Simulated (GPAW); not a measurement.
# CdS (Hawleyite): optical spectrum from first principles

Aim: the dielectric function of CdS (Hawleyite), and the optical constants that follow from it.

Method: DFT, PBE, plane-wave PAW (GPAW data sets), scalar-relativistic, RPA, optical limit, in GPAW 26.7.0.

### 1. Set-up

It takes space group F-43m (No. 216, cubic). The conventional cell has a = 5.833 Å, b = 5.833 Å, c = 5.833 Å, α = 90.00°, β = 90.00°, γ = 90.00°. Nearest to Cd lie 4 S at 2.53 Å. S has 4 Cd at 2.53 Å nearest. Farther neighbours and most contacts between anions are not listed.

Coordinates:

```cif
data_structure
_symmetry_space_group_name_H-M 'P 1'
_symmetry_Int_Tables_number 1
_cell_length_a 4.1246
_cell_length_b 4.1246
_cell_length_c 4.1246
_cell_angle_alpha 60.000
_cell_angle_beta 60.000
_cell_angle_gamma 60.000
_cell_volume 49.62
loop_
_atom_site_label
_atom_site_type_symbol
_atom_site_fract_x
_atom_site_fract_y
_atom_site_fract_z
_atom_site_occupancy
Cd1 Cd 0.00000 0.00000 0.00000 1
S2 S 0.75000 0.75000 0.75000 1
```

### 2. Ground state

The self-consistent density comes first; it also tells whether there is a gap, which decides the occupations and the need for a Drude term.

This step: DFT, PBE, plane-wave PAW (GPAW data sets), scalar-relativistic, ground state (GPAW 26.7.0).

gs.py reads:

```python
from ase import Atoms
from ase.dft.bandgap import bandgap
from gpaw import GPAW, PW, FermiDirac

atoms = Atoms(['Cd', 'S'],
              cell=[[0.000000000000, 2.916500000000, 2.916500000000],
                    [2.916500000000, 0.000000000000, 2.916500000000],
                    [2.916500000000, 2.916500000000, 0.000000000000]],
              scaled_positions=[[0.000000000000, 0.000000000000, 0.000000000000],
                                [0.750000000000, 0.750000000000, 0.750000000000]],
              pbc=[True, True, True])
atoms.calc = GPAW(mode=PW(500), xc='PBE', kpts={'size': (7, 7, 7), 'gamma': True},
                  occupations=FermiDirac(0.05), maxiter=150, txt='gs.txt')
print('energy (eV)', atoms.get_potential_energy())
print('Fermi level (eV)', atoms.calc.get_fermi_level())
print('valence electrons', atoms.calc.get_number_of_electrons())
print('gap (eV)', bandgap(atoms.calc, output=None)[0])
print('direct gap (eV)', bandgap(atoms.calc, direct=True, output=None)[0])
atoms.calc.write('gs.gpw')
```

Started as:

```sh
> OMP_NUM_THREADS=1 python gs.py
```

Numbers of over 12 decimals in the logs are rounded to 6 here.

The program printed:

```text
__  _  _
 | _ |_)|_||  |
 |__||  | ||/\| - 26.7.0

Versions:
  Python: 3.12.14
  ASE:    3.29.0
  Numpy:  2.5.5
  Scipy:  1.18.1
  Libxc:  7.0.0

Input parameters:
  mode=PW(ecut=500.0),
  kpts=MonkhorstPack(size=(7, 7, 7), gamma=True),
  maxiter=150,
  occupations=Occupations(name='fermi-dirac', width=0.05, fixmagmom=False),
  xc=XC(name='PBE')

Diagonalizing LCAO Hamiltonian
Converting LCAO to pw mode

                     S

       Cd

Atoms  # Å, Bohr magnetons
|   | symbol |        x |        y |        z |    initial magnetic moments |
| 0 |     Cd | 0.000000 | 0.000000 | 0.000000 | ( 0.0000,  0.0000,  0.0000) |
| 1 |      S | 4.374750 | 4.374750 | 4.374750 | ( 0.0000,  0.0000,  0.0000) |

Unit cell  # Å
| periodic |        x |        y |        z |  lengths |    angles |
|      yes | 0.000000 | 2.916500 | 2.916500 | 4.124554 | 60.000000 |
|      yes | 2.916500 | 0.000000 | 2.916500 | 4.124554 | 60.000000 |
|      yes | 2.916500 | 2.916500 | 0.000000 | 4.124554 | 60.000000 |

Number of symmetries: 24
Symmetry operations  # r_c * U_cc + t_c -> r_c
|    | kind |            matrix            |
|  0 |  E   |  1, 0, 0,  0, 1, 0,  0, 0, 1 |
|  1 |  σ   |  1, 0, 0,  0, 0, 1,  0, 1, 0 |
|  2 |  σ   |  1, 0,-1,  0, 1,-1,  0, 0,-1 |
|  3 |  C3  |  1, 0,-1,  0, 0,-1,  0, 1,-1 |
|  4 |  C3  |  1,-1, 0,  0,-1, 1,  0,-1, 0 |
|  5 |  σ   |  1,-1, 0,  0,-1, 0,  0,-1, 1 |
|  6 |  σ   |  0, 1, 0,  1, 0, 0,  0, 0, 1 |
|  7 |  C3  |  0, 1, 0,  0, 0, 1,  1, 0, 0 |
|  8 |  C2  |  0, 1,-1,  1, 0,-1,  0, 0,-1 |
|  9 |  S4  |  0, 1,-1,  0, 0,-1,  1, 0,-1 |
| 10 |  C3  |  0, 0, 1,  1, 0, 0,  0, 1, 0 |
| 11 |  σ   |  0, 0, 1,  0, 1, 0,  1, 0, 0 |
| 12 |  S4  |  0, 0,-1,  1, 0,-1,  0, 1,-1 |
| 13 |  C3  |  0, 0,-1,  0, 1,-1,  1, 0,-1 |
| 14 |  S4  |  0,-1, 1,  1,-1, 0,  0,-1, 0 |
| 15 |  C2  |  0,-1, 1,  0,-1, 0,  1,-1, 0 |
| 16 |  C3  |  0,-1, 0,  1,-1, 0,  0,-1, 1 |
| 17 |  S4  |  0,-1, 0,  0,-1, 1,  1,-1, 0 |
| 18 |  S4  | -1, 1, 0, -1, 0, 1, -1, 0, 0 |
| 19 |  C3  | -1, 1, 0, -1, 0, 0, -1, 0, 1 |
| 20 |  C3  | -1, 0, 1, -1, 1, 0, -1, 0, 0 |
| 21 |  S4  | -1, 0, 1, -1, 0, 0, -1, 1, 0 |
| 22 |  σ   | -1, 0, 0, -1, 1, 0, -1, 0, 1 |
| 23 |  C2  | -1, 0, 0, -1, 0, 1, -1, 1, 0 |

BZ-sampling:
  Number of BZ points: 343
  Number of IBZ points: 20

  Monkhorst-Pack size: [7, 7, 7]
  Monkhorst-Pack shift: [0, 0, 0]

K-points  # in reciprocal-cell coordinates
|     |                                coordinates |     weight |
|   0 | (  0.00000000,   0.00000000,   0.00000000) | 0.00291545 |
|   1 | (  0.14285714,   0.14285714,   0.00000000) | 0.01749271 |
|   2 | (  0.14285714,   0.14285714,   0.14285714) | 0.02332362 |
|   3 | (  0.28571429,   0.14285714,   0.14285714) | 0.03498542 |
|   4 | (  0.28571429,   0.28571429,   0.00000000) | 0.01749271 |
|   5 | (  0.28571429,   0.28571429,   0.14285714) | 0.06997085 |
|   6 | (  0.28571429,   0.28571429,   0.28571429) | 0.02332362 |
|   7 | (  0.42857143,  -0.28571429,  -0.28571429) | 0.03498542 |
|   8 | (  0.42857143,   0.28571429,  -0.42857143) | 0.13994169 |
|   9 | (  0.42857143,   0.28571429,  -0.28571429) | 0.06997085 |
| ... |                                            |            |
|  19 | (  0.42857143,   0.42857143,   0.42857143) | 0.02332362 |

Plane wave coefficients: 1275
Cutoff: 500.0 eV

Spin-components: 1 (collinear spins)
Bands:           13
Projectors:      11
Spin-degeneracy: 2
Datatype:        complex128

Parallelization:
  kpt:    1
  domain: 1
  band:   1

Density:
  Valence electrons: 18.0
  Components: 1
  Grid points: [24 24 24]
  Charge: 0.0  # |e|

Potential:
  Grid points: [24 24 24]

species:
  Cd:
    name:    Cadmium
    id:
    Z:       48.0
    valence: 12
    core:    36
    charge:  0.0  # [|e|]
    compensation charges:
      type: gauss
      rc: 0.38  # [Å]
      lmax: 2
    cutoffs:
      filter: 2.12  # [Å]
      core: 2.62  # [Å]
    projectors
    | kind |    occ | energy [eV] | rcut [Å] |
    |   5s |  2.000 |      -5.655 |    1.191 |
    |   5p |  0.000 |      -1.186 |    1.228 |
    |   4d | 10.000 |     -11.739 |    1.164 |
    |    s |        |      21.556 |    1.191 |
    |    p |        |      26.026 |    1.228 |
    |    d |        |      15.473 |    1.164 |

    Using partial waves for Cd as LCAO basis

  S:
    name:    Sulfur
    id:
    Z:       16.0
    valence: 6
    core:    10
    charge:  0.0  # [|e|]
    compensation charges:
      type: gauss
      rc: 0.24  # [Å]
      lmax: 2
    cutoffs:
      filter: 1.77  # [Å]
      core: 1.66  # [Å]
    projectors
    | kind |    occ | energy [eV] | rcut [Å] |
    |   3s |  2.000 |     -17.254 |    0.974 |
    |   3p |  4.000 |      -7.008 |    0.979 |
    |    s |        |       9.957 |    0.974 |
    |    p |        |      20.203 |    0.979 |
    |    d |        |       0.000 |    0.900 |

    Using partial waves for S as LCAO basis

Reference energy: -163030.738234  # eV

eigensolver:
  PPCG
  Converge bands: occupied
  niter=2

density mixing:
  MSR1-Mixer
  Pratt-step length: 0.05
  Maximum mixing coefficient: 0.75
  Old densities: 10
  SVD Regularization: 0.005
  Good broyden scale: 1.0
  Trust region scale: 1.0
  Backstep threshold: 4.0
  History deletion threshold: 6.0
  Fourier metric: weight=20.0, sigma=0.015

occupation numbers:
  Fermi-Dirac:
    width: 0.0500  # eV

poisson solver:
  ecut: 4000.0  # eV

xc functional:
  name: PBE with 2 nearest neighbor stencil

convergence criteria:
- Maximum [total energy] change in last 3 cyles: 0.0005 eV / valence electron
- Maximum integral of absolute [dens]ity change: 0.0001 electrons / valence electron
- Maximum integral of absolute [eigenst]ate change: 4e-08 eV^2 / valence electron
maximum number of iterations: 150

SCF iterations
|iter     |      energy | eigst |  dens |
|iter:   1||   -6.825569 | -0.42 |       |
|iter:   2||   -6.714997 | -2.00 | -1.12 |
|iter:   3||   -6.321920 | -1.21 | -1.16 |
|iter:   4||   -6.318078 | -2.95 | -1.70 |
|iter:   5||   -6.317548c| -3.46 | -2.13 |
|iter:   6||   -6.317623c| -4.75 | -2.72 |
|iter:   7||   -6.317630c| -6.14 | -3.44 |
|iter:   8||   -6.317630c| -7.42c| -4.27c|

Converged in 8 steps
SCF loop duration: 6.584 s (0.823 s/step)
Energy contributions relative to reference atoms: (reference = -163030.738234)

Energy contributions:
  Kinetic:          19.247356
  Coulomb:         -17.338939
  Zero:              0.124185
  External:          0.000000
  Xc:               -8.350232
  Entropy:          -0.000000
  Spinorbit:         0.000000
  ----------------------------
  Free energy:      -6.317630
  Extrapolated:     -6.317630

dipole moment: (-16.474158, -16.474158, -16.474158)  # |e|*Ang

Fermi level: 4.198
Eigenvalues  # (at kpt = [0.000, 0.000, 0.000])
| band index |      eig [eV] | occ [0-2] |
|          0 |        -8.784 |     2.000 |
|          1 |        -4.089 |     2.000 |
|          2 |        -4.089 |     2.000 |
|          3 |        -4.089 |     2.000 |
|          4 |        -3.602 |     2.000 |
|          5 |        -3.602 |     2.000 |
|          6 |         3.602 |     2.000 |
|          7 |         3.602 |     2.000 |
|          8 |         3.602 |     2.000 |
|          9 |         4.729 |     0.000 |
|         10 |        10.092 |     0.000 |
|         11 |        10.092 |     0.000 |
|         12 |        10.092 |     0.000 |

Gap: 1.127 eV
Transition (v -> c):
  (s=0, k=0, n=8, [0.00, 0.00, 0.00]) -> (s=0, k=0, n=9, [0.00, 0.00, 0.00])
No difference between direct/indirect transitions

--- standard output ---
energy (eV) -6.317630
Fermi level (eV) 4.198493
valence electrons 18.0
gap (eV) 1.127277
direct gap (eV) 1.127277
```

Elapsed: 8.1 s, on 1 thread of Arm Neoverse V1, shared host; peak memory 0.14 GiB.

Numbers from this step:

| Quantity | Value |
| --- | --- |
| energy | -6.318 eV |
| Fermi energy | 4.198 eV |
| gap on the k-mesh | 1.127 eV |
| direct gap on the mesh | 1.127 eV |
| electrons | 18 |

There is a gap, 1.13 eV on this mesh (points off the mesh can give less), so no carriers' term is needed.

### 3. Bands for the response

At the fixed density, many empty bands are solved on the mesh of the response, since the spectrum sums over them.

This step: DFT, PBE, plane-wave PAW (GPAW data sets), scalar-relativistic, bands at fixed density (GPAW 26.7.0).

nscf.py reads:

```python
from ase.dft.bandgap import bandgap
from gpaw import GPAW, FermiDirac

calc = GPAW('gs.gpw').fixed_density(kpts={'size': (10, 10, 10), 'gamma': True}, nbands=41, convergence={'bands': 35},
                                    occupations=FermiDirac(0.001), txt='nscf.txt')
print('gap (eV)', bandgap(calc, output=None)[0])
print('direct gap (eV)', bandgap(calc, direct=True, output=None)[0])
print('top band over the Fermi level (eV)', min(calc.get_eigenvalues(kpt=k)[34] for k in range(len(calc.get_ibz_k_points()))) - calc.get_fermi_level())
calc.write('full.gpw', mode='all')
```

Started as:

```sh
> OMP_NUM_THREADS=1 python nscf.py
```

The program printed:

```text
Diagonalizing LCAO Hamiltonian
Converting LCAO to pw mode
convergence criteria:
- Maximum integral of absolute [eigenst]ate change: 4e-08 eV^2 / valence electron
maximum number of iterations: 150

SCF iterations
|iter     |      energy | eigst |  dens |
|iter:   1||             | +3.57 |       |
|iter:   2||             | +2.03 |       |
|iter:   3||             | +1.00 |       |
|iter:   4||             | +0.09 |       |
|iter:   5||             | -0.66 |       |
|iter:   6||             | -1.39 |       |
|iter:   7||             | -2.11 |       |
|iter:   8||             | -2.78 |       |
|iter:   9||             | -3.45 |       |
|iter:  10||             | -4.10 |       |
|iter:  11||             | -4.75 |       |
|iter:  12||             | -5.44 |       |
|iter:  13||             | -6.08 |       |
|iter:  14||             | -6.70 |       |
|iter:  15||             | -7.26 |       |
|iter:  16||             | -7.69c|       |
SCF steps: 16
  __  _  _
 | _ |_)|_||  |
 |__||  | ||/\| - 26.7.0

Versions:
  Python: 3.12.14
  ASE:    3.29.0
  Numpy:  2.5.5
  Scipy:  1.18.1
  Libxc:  7.0.0

Input parameters:
  mode=PW(ecut=500.0),
  convergence={'bands': 35},
  gpts=array([24, 24, 24]),
  kpts=MonkhorstPack(size=(10, 10, 10), gamma=True),
  maxiter=150,
  nbands=41,
  occupations=Occupations(name='fermi-dirac', width=0.001, fixmagmom=False),
  parallel={},
  xc=XC(name='PBE')

--- standard output ---
gap (eV) 1.127277
direct gap (eV) 1.127277
top band over the Fermi level (eV) 31.197092
```

The job ended after 82 s (1 thread; peak memory 0.2 GiB).

### 4. Dielectric function, RPA

Transitions between filled and empty bands, summed over the zone, give the optical response, so mesh, band count and broadening shape it.

The induced potential is part of this response.

This step: DFT, PBE, plane-wave PAW (GPAW data sets), scalar-relativistic, RPA, optical limit (GPAW 26.7.0).

df.py reads:

```python
from gpaw.response.df import DielectricFunction

df = DielectricFunction('full.gpw', frequencies={'type': 'nonlinear', 'domega0': 0.03, 'omega2': 8},
                        ecut=60,
                        eta=0.1,
                        nbands=35,
                        txt='df.txt')
for direction in ['x']:
    df.get_dielectric_function(xc='RPA', direction=direction, filename=f'df_{direction}.csv')
```

Started as:

```sh
> OMP_NUM_THREADS=1 python df.py
```

The program printed:

```text
Using integrator: PointIntegrator
NonLinearFrequencyDescriptor(from 0.000 to 49.462 eV, 464 points)
Nonperiodic BCs:  [False False False]
Using integrator: PointIntegrator
NonLinearFrequencyDescriptor(from 0.000 to 49.462 eV, 464 points)
Nonperiodic BCs:  [False False False]

Calculating chi0 body with:
    Ground state adapter containing:
    Number of spins: 1
    Number of kpoints: 1000
    Number of irreducible kpoints: 47
    Number of completely occupied states: 9
    Number of partially occupied states: 9

    Linear response parametrization:
    q_c: [0.0, 0.0, 0.0]
    Number of frequency points: 464
    Planewave cutoff: 60.0
    Number of bands: 35
    Number of planewaves: 59
    Broadening (eta): 0.1

Integrating chi0 body.

Symmetries of q_c:
    Direct symmetries (Uq -> q): 24
    Indirect symmetries (TUq -> q): 24
In total 48 allowed symmetries.

47 groups of equivalent kpoints. 95.3% reduction.

Integral kind: spectral function

Calculating chi0 optical extensions with:
    Ground state adapter containing:
    Number of spins: 1
    Number of kpoints: 1000
    Number of irreducible kpoints: 47
    Number of completely occupied states: 9
    Number of partially occupied states: 9

    Linear response parametrization:
    Number of frequency points: 464
    Planewave cutoff: 60.0
    Number of bands: 35
    Number of planewaves: 59
    Broadening (eta): 0.1
Integrating chi0 head and wings.

Symmetries of q_c:
    Direct symmetries (Uq -> q): 24
    Indirect symmetries (TUq -> q): 24
In total 48 allowed symmetries.

47 groups of equivalent kpoints. 95.3% reduction.

Integral kind: spectral function wings
```

Wall time 10 s (1 thread); peak memory 0.29 GiB.

This step gave:

- electronic dielectric constant ε∞, mean over x, y and z (by symmetry where fewer were run): 5.927

The Im ε, E ∥ x has structure finer than the step of the table below, so its rows give means over 1 eV, whole bins alone (the curve runs from 0 to 21.9 eV). Peaks (eV: height): 1.8: 3.21, 3.3: 3.29, 3.8: 6.04, 4.2: 6.05, 5.2: 5.43, 6.0: 7.13, 7.6: 5.92.

Sum at mesh points, not converged in k; values under the direct gap are tails of Lorentzian lines. Table of Im ε, E ∥ x by photon energy; means over each step:

photon energy (eV), Im ε, E ∥ x and a bar:
```
        1       0.60 #
        2       1.60 ######
        3       2.49 ###########
        4       4.41 #####################
        5       4.28 ####################
        6       6.14 ##############################
        7       4.52 ######################
        8       4.99 ########################
        9       2.92 #############
       10       1.70 #######
       11       1.44 #####
       12       1.32 #####
       13       1.04 ###
       14       0.96 ###
       15       0.76 ##
       16       0.54 #
       17       0.57 #
       18       0.52 #
       19       0.45 
       20       0.50 #
       21       0.40
```

The reflectivity at normal incidence, E ∥ x has structure finer than the step of the table below, so its rows give means over 1 eV, whole bins alone (the curve runs from 0 to 21.9 eV). Peaks (eV: height): 1.8: 22.9, 3.8: 27.6, 4.2: 27.2, 6.3: 31.9, 8.7: 40.2, 11.8: 23.5, 14.8: 19.8.

Sum at mesh points, not converged in k. Table of reflectivity at normal incidence, E ∥ x by photon energy; means over each step:

photon energy (eV), reflectivity at normal incidence, E ∥ x (%) and a bar from the least value:
```
        1       18.5 #############
        2       19.3 ##############
        3       20.5 ###############
        4       23.9 ##################
        5       21.8 ################
        6       29.0 #######################
        7       24.3 ##################
        8       32.1 ##########################
        9       36.8 ##############################
       10       29.7 #######################
       11       21.0 ###############
       12       20.4 ###############
       13       19.2 ##############
       14       13.1 ########
       15       17.0 ###########
       16       10.8 ######
       17        6.7 ##
       18        6.7 ##
       19        4.7 
       20        5.0 
       21        4.6
```

The loss function −Im 1/ε at q → 0, E ∥ x has structure finer than the step of the table below, so its rows give means over 0.5 eV, whole bins alone (the curve runs from 0 to 21.9 eV). Peaks (eV: height): 13.51: 1.27, 15.44: 1.68, 17.83: 1.32, 20.31: 1.21.

Sum at mesh points, not converged in k; values under the direct gap are tails of Lorentzian lines. Table of loss function −Im 1/ε at q → 0, E ∥ x by energy loss; means over each step:

| energy loss (eV) | loss function −Im 1/ε at q → 0, E ∥ x |
| --- | --- |
| 0.5 | 0.00209 |
| 1.0 | 0.0216 |
| 1.5 | 0.0168 |
| 2.0 | 0.0500 |
| 2.5 | 0.0397 |
| 3.0 | 0.0569 |
| 3.5 | 0.0592 |
| 4.0 | 0.0900 |
| 4.5 | 0.131 |
| 5.0 | 0.102 |
| 5.5 | 0.111 |
| 6.0 | 0.132 |
| 6.5 | 0.195 |
| 7.0 | 0.206 |
| 7.5 | 0.179 |
| 8.0 | 0.207 |
| 8.5 | 0.215 |
| 9.0 | 0.299 |
| 9.5 | 0.376 |
| 10.0 | 0.535 |
| 10.5 | 0.627 |
| 11.0 | 0.683 |
| 11.5 | 0.676 |
| 12.0 | 0.773 |
| 12.5 | 0.833 |
| 13.0 | 0.960 |
| 13.5 | 1.16 |
| 14.0 | 0.979 |
| 14.5 | 1.00 |
| 15.0 | 1.34 |
| 15.5 | 1.57 |
| 16.0 | 1.62 |
| 16.5 | 1.28 |
| 17.0 | 1.15 |
| 17.5 | 1.23 |
| 18.0 | 1.21 |
| 18.5 | 1.20 |
| 19.0 | 1.02 |
| 19.5 | 0.943 |
| 20.0 | 1.03 |
| 20.5 | 1.13 |
| 21.0 | 1.04 |
| 21.5 | 0.956 |

The Im ε, E ∥ x has structure finer than the step of the table below, so its rows give means over 0.5 eV, whole bins alone (the curve runs from 0 to 21.9 eV). Peaks (eV: height): without local fields 1.14: 1.79, 1.84: 3.22, 3.85: 6.43, 4.24: 6.57, 5.17: 6.38, 6.02: 9.54, 7.55: 8.50; with local fields 1.84: 3.21, 3.34: 3.29, 3.85: 6.04, 4.24: 6.05, 5.17: 5.43, 6.02: 7.13, 7.61: 5.92.

Sum at mesh points, not converged in k; values under the direct gap are tails of Lorentzian lines. Im ε, E ∥ x against photon energy; means over each step:

```csv
photon energy (eV),without local fields,with local fields
0.5,0.0809,0.0792
1.0,0.872,0.876
1.5,0.749,0.739
2.0,1.94,1.94
2.5,1.71,1.66
3.0,2.72,2.62
3.5,3.30,3.05
4.0,5.17,4.79
4.5,4.71,4.49
5.0,5.03,4.30
5.5,6.54,5.20
6.0,8.81,6.60
6.5,6.91,5.05
7.0,6.92,4.32
7.5,7.72,5.26
8.0,5.76,4.83
8.5,3.99,4.26
9.0,2.60,2.74
9.5,2.09,2.16
10.0,1.74,1.63
10.5,1.67,1.52
11.0,1.64,1.44
11.5,1.69,1.48
12.0,1.19,1.27
12.5,1.16,1.20
13.0,0.892,1.04
13.5,0.840,0.847
14.0,0.963,0.974
14.5,0.941,0.997
15.0,0.691,0.746
15.5,0.589,0.605
16.0,0.551,0.530
16.5,0.552,0.505
17.0,0.512,0.568
17.5,0.485,0.580
18.0,0.373,0.507
18.5,0.297,0.471
19.0,0.381,0.452
19.5,0.462,0.476
20.0,0.424,0.513
20.5,0.358,0.448
21.0,0.289,0.388
21.5,0.246,0.362
```

From ε follow the optical constants at some laser and lamp lines:

```
wavelength (nm)     n      k  R (%)     1/α
           1064  2.41  0.341   18.0  248 nm
            800  2.58  0.106   19.5  602 nm
            633  2.29  0.364   16.5  138 nm
            532  2.49  0.267   18.7  159 nm
            308  2.31  0.731   19.5   34 nm
            248  2.38  0.908   22.3   22 nm
            193  1.70  1.471   28.1   10 nm
```

Below the direct gap, k and the depth come from the tails of the Lorentzian lines, not from transitions.

Rows near the edge hang on the gap, which this functional as a rule makes too small, and phonon-assisted absorption is left out.

### 5. Results

| Property | Result |
| --- | --- |
| electronic dielectric constant ε∞, mean over x, y and z (by symmetry where fewer were run) (RPA) | 5.93 |

What this shows: At this level (PBE, RPA) CdS has ε∞ = 5.93 and n = 2.53 at 1550 nm. On the mesh the gap is 1.13 eV and the least direct gap 1.13 eV. Local fields change the static value along x from 6.56 to 5.93 (-10 %). Excitons and phonon-assisted transitions are missing; PBE gaps are as a rule too small, which pulls the onset down and ε∞ up. In this version of GPAW the matrix elements of the optical limit are incomplete, which can lower ε − 1 by up to a tenth where first-row anions or d states rule, and shift it by more in d metals. The sum runs over mesh points 0.19 Å⁻¹ apart with no interpolation, so peaks are partly noise of the mesh; over so small a direct gap single mesh points weigh heavily, so ε∞, n and their changes from run to run can be far off.

[Machine, clock and banner lines and Python warnings are left out of the logs.]

[Logs are printed without paths, hosts, clocks, repeated set-up lines and the standing remarks that a program may print on its own settings, such as how far it seeks lower states.]

[Hosts, paths, dates, database ids (printed as entryN), source tags and the programs' standing remarks are cut or masked in the printed files.]
